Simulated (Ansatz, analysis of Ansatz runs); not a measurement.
# K3BrCl2 (P-3m1), V_Cl hop (4.4 Å): barriers by charge state

Aim: compare the barrier of one jump in K3BrCl2 (P-3m1) across charge states. The case: V_Cl hop (4.4 Å), in a cell of 54 host atoms with 1 Cl taken out.

Method: migration barriers of one hop by charge state from climbing-image bands, PBEsol; no image-charge correction, which largely cancels along a path, in analysis of Ansatz runs 0.2.0.

## (1) Starting point

The cell holds 53 atoms: 27 K, 9 Br and 17 Cl. Cell: a = 13.448 Å, b = 13.448 Å, c = 11.001 Å, α = 90.0°, β = 90.0°, γ = 120.0°. It derives from K3BrCl2 (space group P-3m1). Nearest the centre at fractional (0.667, 0.500, 0.500): Cl46 at 2.20 Å, K42 at 2.24 Å, K48 at 2.24 Å, K43 at 3.78 Å, K27 at 3.78 Å, Cl47 at 3.86 Å, Cl53 at 3.86 Å, Cl23 at 3.86 Å.

As a file:

```xyz
53
Lattice="13.4481 0.0000 0.0000 -6.7240 11.6464 0.0000 0.0000 0.0000 11.0008" Properties=species:S:1:pos:R:3 pbc="T T T"
K     0.0000    0.0000    5.5004
K     0.0000    2.5881    1.9516
K     2.2413    1.2940    9.0493
Br    0.0000    0.0000    0.0000
Cl    0.0000    2.5881    7.2760
Cl    2.2413    1.2940    3.7248
K    -2.2413    3.8821    5.5004
K    -2.2413    6.4702    1.9516
K     0.0000    5.1762    9.0493
Br   -2.2413    3.8821    0.0000
Cl   -2.2413    6.4702    7.2760
Cl    0.0000    5.1762    3.7248
K    -4.4827    7.7643    5.5004
K    -4.4827   10.3523    1.9516
K    -2.2413    9.0583    9.0493
Br   -4.4827    7.7643    0.0000
Cl   -4.4827   10.3523    7.2760
Cl   -2.2413    9.0583    3.7248
K     4.4827    0.0000    5.5004
K     4.4827    2.5881    1.9516
K     6.7240    1.2940    9.0493
Br    4.4827    0.0000    0.0000
Cl    4.4827    2.5881    7.2760
Cl    6.7240    1.2940    3.7248
K     2.2413    3.8821    5.5004
K     2.2413    6.4702    1.9516
K     4.4827    5.1762    9.0493
Br    2.2413    3.8821    0.0000
Cl    2.2413    6.4702    7.2760
K     0.0000    7.7643    5.5004
K     0.0000   10.3523    1.9516
K     2.2413    9.0583    9.0493
Br    0.0000    7.7643    0.0000
Cl    0.0000   10.3523    7.2760
Cl    2.2413    9.0583    3.7248
K     8.9654    0.0000    5.5004
K     8.9654    2.5881    1.9516
K    11.2067    1.2940    9.0493
Br    8.9654    0.0000    0.0000
Cl    8.9654    2.5881    7.2760
Cl   11.2067    1.2940    3.7248
K     6.7240    3.8821    5.5004
K     6.7240    6.4702    1.9516
K     8.9654    5.1762    9.0493
Br    6.7240    3.8821    0.0000
Cl    6.7240    6.4702    7.2760
Cl    8.9654    5.1762    3.7248
K     4.4827    7.7643    5.5004
K     4.4827   10.3523    1.9516
K     6.7240    9.0583    9.0493
Br    4.4827    7.7643    0.0000
Cl    4.4827   10.3523    7.2760
Cl    6.7240    9.0583    3.7248
```

The cell's shortest repeat is 11.0 Å.

## (2) The bands

Climbing-image bands with Ansatz at one point at (¼, ¼, ¼), on 1 × NVIDIA GB200 with 32 threads of Arm Neoverse V2, shared host:

```tsv
charge	moment (μB)	images	iterations	energies along the band (eV)	time
+1	0	5	4	0.00, 0.16, 0.45, 0.60, 0.45, 0.16, 0.00	9.7 s
0	1	5	6	0.00, 0.24, 0.75, 1.16, 0.75, 0.24, 0.00	23 s
```

## (3) Barriers and rates

Arrhenius rates with an assumed prefactor of 1e13 per second. Hop rate against temperature:

```tsv
temperature (K)	charge +1 (1/s)	charge +0, moment 1 (1/s)
200	0.00617	7.3e-17
300	724	3.8e-7
400	2.5e5	0.0270
600	8.5e7	1939
800	1.6e9	5.2e5
1000	9.1e9	1.5e7
```

## (4) Summary of results

| Item | Value |
| --- | --- |
| barrier at charge plus 1 | 0.60 eV |
| barrier at charge 0, 1 μB | 1.16 eV |

The barrier is lowest at charge +1 (0.60 eV) and highest at 0 (1.16 eV). No image-charge correction is applied. The order of the top as a saddle was not checked for all atoms, so a bent path could be lower. Keep in mind: one k-point off the zone centre stands for the whole zone.

[Logs are printed without paths, hosts, clocks, repeated set-up lines and the standing remarks that a program may print on its own settings, such as how far it seeks lower states.]

[Hosts, paths, dates, database ids (printed as entryN), source tags and the programs' standing remarks are cut or masked in the printed files.]
